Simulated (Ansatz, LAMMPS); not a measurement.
# Squeezing and shearing glassy 62SiO2-19Al2O3-19CaO (mol %) (118 atoms), part 3 of 4

How stiff is glassy 62SiO2-19Al2O3-19CaO (mol %) (118 atoms), and how do its levels respond to strain?

Ansatz 0.2.0; Kohn-Sham DFT, PBEsol, PAW (set soft_2), plane waves.

The cell: 23 Si, 14 Al, 7 Ca and 74 O. The quench rate of 50 K/ps is many orders above laboratory rates. The network of bonds at the start is that of the classical potential that made the cell. Only the Γ point is sampled.

So far. Step 6 (Volume +3 %): The relaxation converged after 8 steps, 0.418 eV below its start, with a largest force component of 0.043 eV/Å. Step 6 (Volume +3 %): Volume +3 %: the energy stands 0.251 eV above that of the reference, at a pressure of -1.73 GPa.

### 7. Volume -6 %

The relaxed cell is scaled to another volume.

The input, input.yaml:

```yaml
crystal:
  lattice:
    - [11.34973, 0.01996, 0.03718]
    - [0.01996, 11.1715, -0.23854]
    - [0.03718, -0.23854, 11.377]
  atoms:
    [... the 118 atom lines of step 4 ...]
kpoints:
  mp_grid: { grid: [1, 1, 1] }
hamiltonian:
  xc: pbesol
scf:
  occupations: { method: gaussian, width: 0.05 }
output:
  forces: true
  eigenvalues: true
  stress: true
relax:
  f_tol: 0.05
  max_steps: 70
```

The run is started by

```
ansatz run input.yaml --threads 4 --pin off --max-ram 8192MiB --backend cpu --events-out ev --progress --plain --runs-dir out
```

Numbers of over 12 decimals in the logs are rounded to 6 here.

Output:

```text
[...]
Crystal: 118 atoms, lattice volume = 1441.864 Å³
Basis set: ecut = 420 eV, 28149 PW (Γ), exchange–correlation on 160×150×160 points (8 copies of the dense FFT grid, shifted against one another)
Bands: 442, of which v1, the nominal top of the filled ones, is band 324 counted from 1 (323 counted from 0)
Symmetry: 1 space group operations
[...]
k-points: 1
[...]
SCF iter   1: F=—  HF=-75843.354677 eV  |F-HF|=—  |Δ(HF+E_count)|=         —  Δρ=1.19e-2  dr2=1.62e0  ethr=1.77e-3  ⟨swp⟩=7.0  Hψ=2276  notcnv=0  defer=91
[...]
SCF iter   6: F=—  HF=-75842.886482 eV  |F-HF|=—  |Δ(HF+E_count)|=   1.35e-4  Δρ=5.65e-5  dr2=4.31e-5  ethr=3.43e-8  ⟨swp⟩=2.0  Hψ=563  notcnv=0  defer=114
SCF iter   7: F=-75842.886495 eV  HF=-75842.886492 eV  |F-HF|=2.80e-6  |Δ(HF+E_count)|=   1.05e-5  Δρ=1.87e-5  dr2=5.12e-6  ethr=6.65e-9  ⟨swp⟩=15.0  Hψ=2638  notcnv=0
SCF 1 converged in 7 iterations: F = -75842.886495 eV  dr2 = 5.12e-6
[...]
relax step   1: F+E_penalty+E_count = -75842.88649515 eV  Δ(F+E_penalty+E_count) = +0.000e0 eV  max|allowed force component| = 1.210e0 eV/Å  Δτ_max = 0.0000 Å  (7 SCF iters, dr2 threshold 6.25e-5 eV, accepted)
[...]
relax step   2: F+E_penalty+E_count = -75843.87330653 eV  Δ(F+E_penalty+E_count) = -9.868e-1 eV  max|allowed force component| = 6.960e-1 eV/Å  Δτ_max = 0.0732 Å  (6 SCF iters, dr2 threshold 9.15e-5 eV, accepted)
[...]
relax step   3: F+E_penalty+E_count = -75844.63099745 eV  Δ(F+E_penalty+E_count) = -7.577e-1 eV  max|allowed force component| = 4.377e-1 eV/Å  Δτ_max = 0.1324 Å  (7 SCF iters, dr2 threshold 3.03e-5 eV, accepted)
relax step   4: F+E_penalty+E_count = -75844.62198987 eV  Δ(F+E_penalty+E_count) = +9.008e-3 eV  max|allowed force component| = 6.550e-1 eV/Å  Δτ_max = 0.2000 Å  (7 SCF iters, dr2 threshold 6.34e-5 eV, rejected (line search))
relax step   5: F+E_penalty+E_count = -75844.84487296 eV  Δ(F+E_penalty+E_count) = -2.139e-1 eV  max|allowed force component| = 2.041e-1 eV/Å  Δτ_max = 0.0966 Å  (10 SCF iters, accepted)
relax step   6: F+E_penalty+E_count = -75844.86111028 eV  Δ(F+E_penalty+E_count) = -1.624e-2 eV  max|allowed force component| = 1.366e-1 eV/Å  Δτ_max = 0.1000 Å  (7 SCF iters, dr2 threshold 9.05e-6 eV, accepted)
relax step   7: F+E_penalty+E_count = -75844.80040883 eV  Δ(F+E_penalty+E_count) = +6.070e-2 eV  max|allowed force component| = 2.676e-1 eV/Å  Δτ_max = 0.1500 Å  (8 SCF iters, dr2 threshold 4.06e-6 eV, rejected (line search))
relax step   8: F+E_penalty+E_count = -75844.87635336 eV  Δ(F+E_penalty+E_count) = -1.524e-2 eV  max|allowed force component| = 1.152e-1 eV/Å  Δτ_max = 0.0442 Å  (9 SCF iters, accepted)
relax step   9: F+E_penalty+E_count = -75844.87898890 eV  Δ(F+E_penalty+E_count) = -2.636e-3 eV  max|allowed force component| = 3.307e-2 eV/Å  Δτ_max = 0.0224 Å  (6 SCF iters, dr2 threshold 5.95e-6 eV, accepted)
[...]
relax step  10: F+E_penalty+E_count = -75844.87899031 eV  Δ(F+E_penalty+E_count) = -1.412e-6 eV  max|allowed force component| = 3.307e-2 eV/Å  Δτ_max = 0.0000 Å  (4 SCF iters, accepted)
SCF converged after 4 iterations
Free energy (F): -75844.878990 eV
[...]
Internal energy: -75844.878990 eV  (E = F + TS)
E sigma→0 (E₀):  -75844.878990 eV
Fermi energy:    6.852256 eV
[...]
Σ components = -75844.878990   (vs F -75844.878990, Δ=0.00e0)
--- Forces (eV/Å), atoms counted from 1 ---
  atom   1  Si    -0.00790489    -0.00916313     0.01643719
  atom   2  Si    -0.00730287    -0.00086119     0.00674685
  atom   3  Si    -0.00228007     0.00500298     0.00668256
  atom   4  Si     0.01705621     0.01673897     0.01203812
[...]
atom 118  O      0.00860904     0.00617102     0.00723069
  max |Σ_I F_I| component: 7.43e-5 eV/Å
--- Stress (GPa, compression-positive) ---
        4.127508       0.037845      -0.510565
        0.037851       4.346813      -0.264259
       -0.510563      -0.264259       3.973122
  P = ⅓ Tr σ = 4.1491 GPa (41.491 kbar)
--- Band table (eV) ---
[...]
--- Relaxed structure (10 steps of the walk, 8 accepted, 0 SCFs on fresh bases) ---
  F+E_penalty+E_count = -75844.87899031 eV   max|allowed force component| = 3.307e-2 eV/Å
  atoms:
    - { symbol: Si, position: [0.037415, 0.318926, 0.935170] }
    - { symbol: Si, position: [0.667609, 0.697602, 0.158518] }
    - { symbol: Si, position: [0.606612, 0.969686, 0.668015] }
    - { symbol: Si, position: [0.288646, 0.233793, 0.945417] }
[...]
- { symbol: O, position: [0.601086, 0.530594, 0.458530] }
```

Wall time 2.1 min (4 threads of Intel Xeon Platinum 8375C at 2.90GHz (Ice Lake), shared host); peak memory 2.3 GiB; 7.9 min of CPU time.

The relaxation converged after 10 steps, 1.99 eV below its start, with a largest force component of 0.033 eV/Å.

Volume -6 %: the energy stands 1.15 eV above that of the reference, at a pressure of 4.15 GPa.

### 8. Volume +6 %

The relaxed cell is scaled to another volume.

Input and log are left out; they have the form of those shown for this kind of step.

Run time: 2.6 min. Hardware: 4 threads of Intel Xeon Platinum 8375C at 2.90GHz (Ice Lake), shared host; peak memory 2.5 GiB; 9.7 min of CPU time.

The relaxation converged after 11 steps, 1.59 eV below its start, with a largest force component of 0.012 eV/Å.

Volume +6 %: the energy stands 0.961 eV above that of the reference, at a pressure of -3.22 GPa.

### 9. Volume -10 %

The relaxed cell is scaled to another volume.

Input and log are left out; they have the form of those shown for this kind of step.

Elapsed: 2.6 min, on 4 threads of Intel Xeon Platinum 8375C at 2.90GHz (Ice Lake), shared host; peak memory 2.2 GiB; 9.8 min of CPU time.

The relaxation converged after 13 steps, 6.01 eV below its start, with a largest force component of 0.038 eV/Å.

Volume -10 %: the energy stands 3.34 eV above that of the reference, at a pressure of 7.33 GPa.

### 10. Stretched by 1 % along x

The relaxed cell is strained along x alone, which gives the stiffness along x and its coupling to y and z.

input.yaml, the sections that differ from step 7:

```yaml
crystal:
  lattice:
    - [11.70211, 0.02038, 0.03795]
    - [0.02058, 11.40431, -0.24351]
    - [0.03833, -0.24351, 11.61409]
  atoms:
    [... the 118 atom lines of step 4 ...]
# kpoints, hamiltonian, scf, output, relax: as in step 7
```

Output:

```text
[...]
Crystal: 118 atoms, lattice volume = 1549.237 Å³
Basis set: ecut = 420 eV, 30295 PW (Γ), exchange–correlation on 160×160×160 points (8 copies of the dense FFT grid, shifted against one another)
Bands: 442, of which v1, the nominal top of the filled ones, is band 324 counted from 1 (323 counted from 0)
Symmetry: 1 space group operations
[...]
k-points: 1
[...]
SCF iter   1: F=—  HF=-75846.354892 eV  |F-HF|=—  |Δ(HF+E_count)|=         —  Δρ=1.17e-2  dr2=1.71e0  ethr=1.77e-3  ⟨swp⟩=7.0  Hψ=2250  notcnv=0  defer=96
[...]
SCF iter   6: F=—  HF=-75845.869723 eV  |F-HF|=—  |Δ(HF+E_count)|=   1.62e-4  Δρ=6.49e-5  dr2=6.33e-5  ethr=5.09e-8  ⟨swp⟩=2.0  Hψ=557  notcnv=0  defer=114
SCF iter   7: F=-75845.869742 eV  HF=-75845.869737 eV  |F-HF|=5.13e-6  |Δ(HF+E_count)|=   1.41e-5  Δρ=1.98e-5  dr2=6.58e-6  ethr=9.65e-9  ⟨swp⟩=17.0  Hψ=2683  notcnv=0
SCF 1 converged in 7 iterations: F = -75845.869742 eV  dr2 = 6.58e-6
[...]
relax step   1: F+E_penalty+E_count = -75845.86974184 eV  Δ(F+E_penalty+E_count) = +0.000e0 eV  max|allowed force component| = 5.357e-1 eV/Å  Δτ_max = 0.0000 Å  (7 SCF iters, dr2 threshold 6.25e-5 eV, accepted)
[...]
relax step   2: F+E_penalty+E_count = -75845.92577891 eV  Δ(F+E_penalty+E_count) = -5.604e-2 eV  max|allowed force component| = 2.856e-1 eV/Å  Δτ_max = 0.0173 Å  (5 SCF iters, dr2 threshold 1.79e-5 eV, accepted)
[...]
relax step   3: F+E_penalty+E_count = -75845.96587746 eV  Δ(F+E_penalty+E_count) = -4.010e-2 eV  max|allowed force component| = 7.285e-2 eV/Å  Δτ_max = 0.0291 Å  (6 SCF iters, dr2 threshold 5.10e-6 eV, accepted)
relax step   4: F+E_penalty+E_count = -75845.95599616 eV  Δ(F+E_penalty+E_count) = +9.881e-3 eV  max|allowed force component| = 2.270e-1 eV/Å  Δτ_max = 0.0700 Å  (9 SCF iters, rejected (line search))
relax step   5: F+E_penalty+E_count = -75845.97436890 eV  Δ(F+E_penalty+E_count) = -8.491e-3 eV  max|allowed force component| = 5.016e-2 eV/Å  Δτ_max = 0.0331 Å  (9 SCF iters, accepted)
relax step   6: F+E_penalty+E_count = -75845.97376733 eV  Δ(F+E_penalty+E_count) = +6.016e-4 eV  max|allowed force component| = 1.088e-1 eV/Å  Δτ_max = 0.0295 Å  (7 SCF iters, rejected (line search))
[...]
relax step   7: F+E_penalty+E_count = -75845.97594998 eV  Δ(F+E_penalty+E_count) = -1.581e-3 eV  max|allowed force component| = 2.255e-2 eV/Å  Δτ_max = 0.0147 Å  (7 SCF iters, accepted)
SCF converged after 7 iterations
Free energy (F): -75845.975950 eV
[...]
Internal energy: -75845.975950 eV  (E = F + TS)
E sigma→0 (E₀):  -75845.975950 eV
Fermi energy:    5.985675 eV
[...]
Σ components = -75845.975950   (vs F -75845.975950, Δ=0.00e0)
--- Forces (eV/Å), atoms counted from 1 ---
  atom   1  Si    -0.00020898     0.00328623     0.00339133
  atom   2  Si     0.00606263    -0.00074842     0.00825354
  atom   3  Si    -0.00852700     0.00847674     0.00904221
  atom   4  Si    -0.00962638     0.00180182     0.00241499
[...]
atom 118  O     -0.00033779    -0.00202018    -0.00247566
  max |Σ_I F_I| component: 1.45e-4 eV/Å
--- Stress (GPa, compression-positive) ---
       -1.023966      -0.023587       0.061169
       -0.023580      -0.434732       0.017343
        0.061175       0.017344      -0.295334
  P = ⅓ Tr σ = -0.5847 GPa (-5.847 kbar)
--- Band table (eV) ---
[...]
--- Relaxed structure (7 steps of the walk, 5 accepted, 0 SCFs on fresh bases) ---
  F+E_penalty+E_count = -75845.97594998 eV   max|allowed force component| = 2.255e-2 eV/Å
  atoms:
    - { symbol: Si, position: [0.039607, 0.314104, 0.940713] }
    - { symbol: Si, position: [0.665340, 0.695837, 0.154689] }
    - { symbol: Si, position: [0.605367, 0.966746, 0.666483] }
    - { symbol: Si, position: [0.292402, 0.234488, 0.952875] }
[...]
- { symbol: O, position: [0.607260, 0.535964, 0.448315] }
```

It took 91 s on 4 threads; peak memory 2.4 GiB.

The relaxation converged after 7 steps, 0.106 eV below its start, with a largest force component of 0.023 eV/Å.

Stretched by 1 % along x: the energy stands 0.0495 eV above that of the reference, at a pressure of -0.585 GPa.

### 11. Compressed by 1 % along x

The relaxed cell is strained along x alone, which gives the stiffness along x and its coupling to y and z.

input.yaml, the sections that differ from step 10:

```yaml
crystal:
  lattice:
    - [11.47039, 0.02038, 0.03795]
    - [0.02018, 11.40431, -0.24351]
    - [0.03757, -0.24351, 11.61409]
  atoms:
    [... the 118 atom lines of step 4 ...]
# kpoints, hamiltonian, scf, output, relax: as in step 10
```

Output:

```text
[...]
Crystal: 118 atoms, lattice volume = 1518.559 Å³
Basis set: ecut = 420 eV, 29643 PW (Γ), exchange–correlation on 160×160×160 points (8 copies of the dense FFT grid, shifted against one another)
Bands: 442, of which v1, the nominal top of the filled ones, is band 324 counted from 1 (323 counted from 0)
Symmetry: 1 space group operations
[...]
k-points: 1
[...]
SCF iter   1: F=—  HF=-75846.335163 eV  |F-HF|=—  |Δ(HF+E_count)|=         —  Δρ=1.18e-2  dr2=1.71e0  ethr=1.77e-3  ⟨swp⟩=7.0  Hψ=2275  notcnv=0  defer=93
[...]
SCF iter   6: F=—  HF=-75845.852665 eV  |F-HF|=—  |Δ(HF+E_count)|=   1.50e-4  Δρ=5.89e-5  dr2=5.21e-5  ethr=4.84e-8  ⟨swp⟩=2.0  Hψ=550  notcnv=0  defer=114
SCF iter   7: F=-75845.852683 eV  HF=-75845.852679 eV  |F-HF|=3.97e-6  |Δ(HF+E_count)|=   1.42e-5  Δρ=1.94e-5  dr2=6.02e-6  ethr=8.04e-9  ⟨swp⟩=17.0  Hψ=2546  notcnv=0
SCF 1 converged in 7 iterations: F = -75845.852683 eV  dr2 = 6.02e-6
[...]
relax step   1: F+E_penalty+E_count = -75845.85268325 eV  Δ(F+E_penalty+E_count) = +0.000e0 eV  max|allowed force component| = 5.681e-1 eV/Å  Δτ_max = 0.0000 Å  (7 SCF iters, dr2 threshold 6.25e-5 eV, accepted)
[...]
relax step   2: F+E_penalty+E_count = -75845.91173378 eV  Δ(F+E_penalty+E_count) = -5.905e-2 eV  max|allowed force component| = 2.934e-1 eV/Å  Δτ_max = 0.0174 Å  (5 SCF iters, dr2 threshold 2.02e-5 eV, accepted)
[...]
relax step   3: F+E_penalty+E_count = -75845.95355615 eV  Δ(F+E_penalty+E_count) = -4.182e-2 eV  max|allowed force component| = 7.649e-2 eV/Å  Δτ_max = 0.0278 Å  (6 SCF iters, dr2 threshold 5.38e-6 eV, accepted)
relax step   4: F+E_penalty+E_count = -75845.94996051 eV  Δ(F+E_penalty+E_count) = +3.596e-3 eV  max|allowed force component| = 2.618e-1 eV/Å  Δτ_max = 0.0311 Å  (8 SCF iters, rejected (line search))
[...]
relax step   5: F+E_penalty+E_count = -75845.96070005 eV  Δ(F+E_penalty+E_count) = -7.144e-3 eV  max|allowed force component| = 4.071e-2 eV/Å  Δτ_max = 0.0152 Å  (8 SCF iters, accepted)
SCF converged after 8 iterations
Free energy (F): -75845.960700 eV
[...]
Internal energy: -75845.960700 eV  (E = F + TS)
E sigma→0 (E₀):  -75845.960700 eV
Fermi energy:    6.231777 eV
[...]
Σ components = -75845.960700   (vs F -75845.960700, Δ=0.00e0)
--- Forces (eV/Å), atoms counted from 1 ---
  atom   1  Si    -0.01009128    -0.00979839     0.00574833
  atom   2  Si    -0.02170931     0.00051924    -0.00403072
  atom   3  Si     0.01739444    -0.00541995     0.01107980
  atom   4  Si    -0.03099904     0.01551631     0.00940971
[...]
atom 118  O     -0.00346332    -0.00336799     0.01073078
  max |Σ_I F_I| component: 8.10e-5 eV/Å
--- Stress (GPa, compression-positive) ---
        1.178229       0.034987      -0.071807
        0.034994       0.501832      -0.063964
       -0.071802      -0.063963       0.398080
  P = ⅓ Tr σ = 0.6927 GPa (6.927 kbar)
--- Band table (eV) ---
[...]
--- Relaxed structure (5 steps of the walk, 4 accepted, 0 SCFs on fresh bases) ---
  F+E_penalty+E_count = -75845.96070005 eV   max|allowed force component| = 4.071e-2 eV/Å
  atoms:
    - { symbol: Si, position: [0.038912, 0.316387, 0.939601] }
    - { symbol: Si, position: [0.667521, 0.695747, 0.156446] }
    - { symbol: Si, position: [0.602625, 0.966425, 0.666531] }
    - { symbol: Si, position: [0.292572, 0.233395, 0.952054] }
[...]
- { symbol: O, position: [0.607271, 0.535000, 0.450942] }
```

It took 62 s on 4 threads; peak memory 2.4 GiB.

The relaxation converged after 5 steps, 0.108 eV below its start, with a largest force component of 0.041 eV/Å.

Compressed by 1 % along x: the energy stands 0.0648 eV above that of the reference, at a pressure of 0.693 GPa.

(Part 3 of 4 ends here.)

[Logs are printed without paths, hosts, clocks, repeated set-up lines and the standing remarks that a program may print on its own settings, such as how far it seeks lower states.]

[Hosts, paths, dates, database ids (printed as entryN), source tags and the programs' standing remarks are cut or masked in the printed files.]
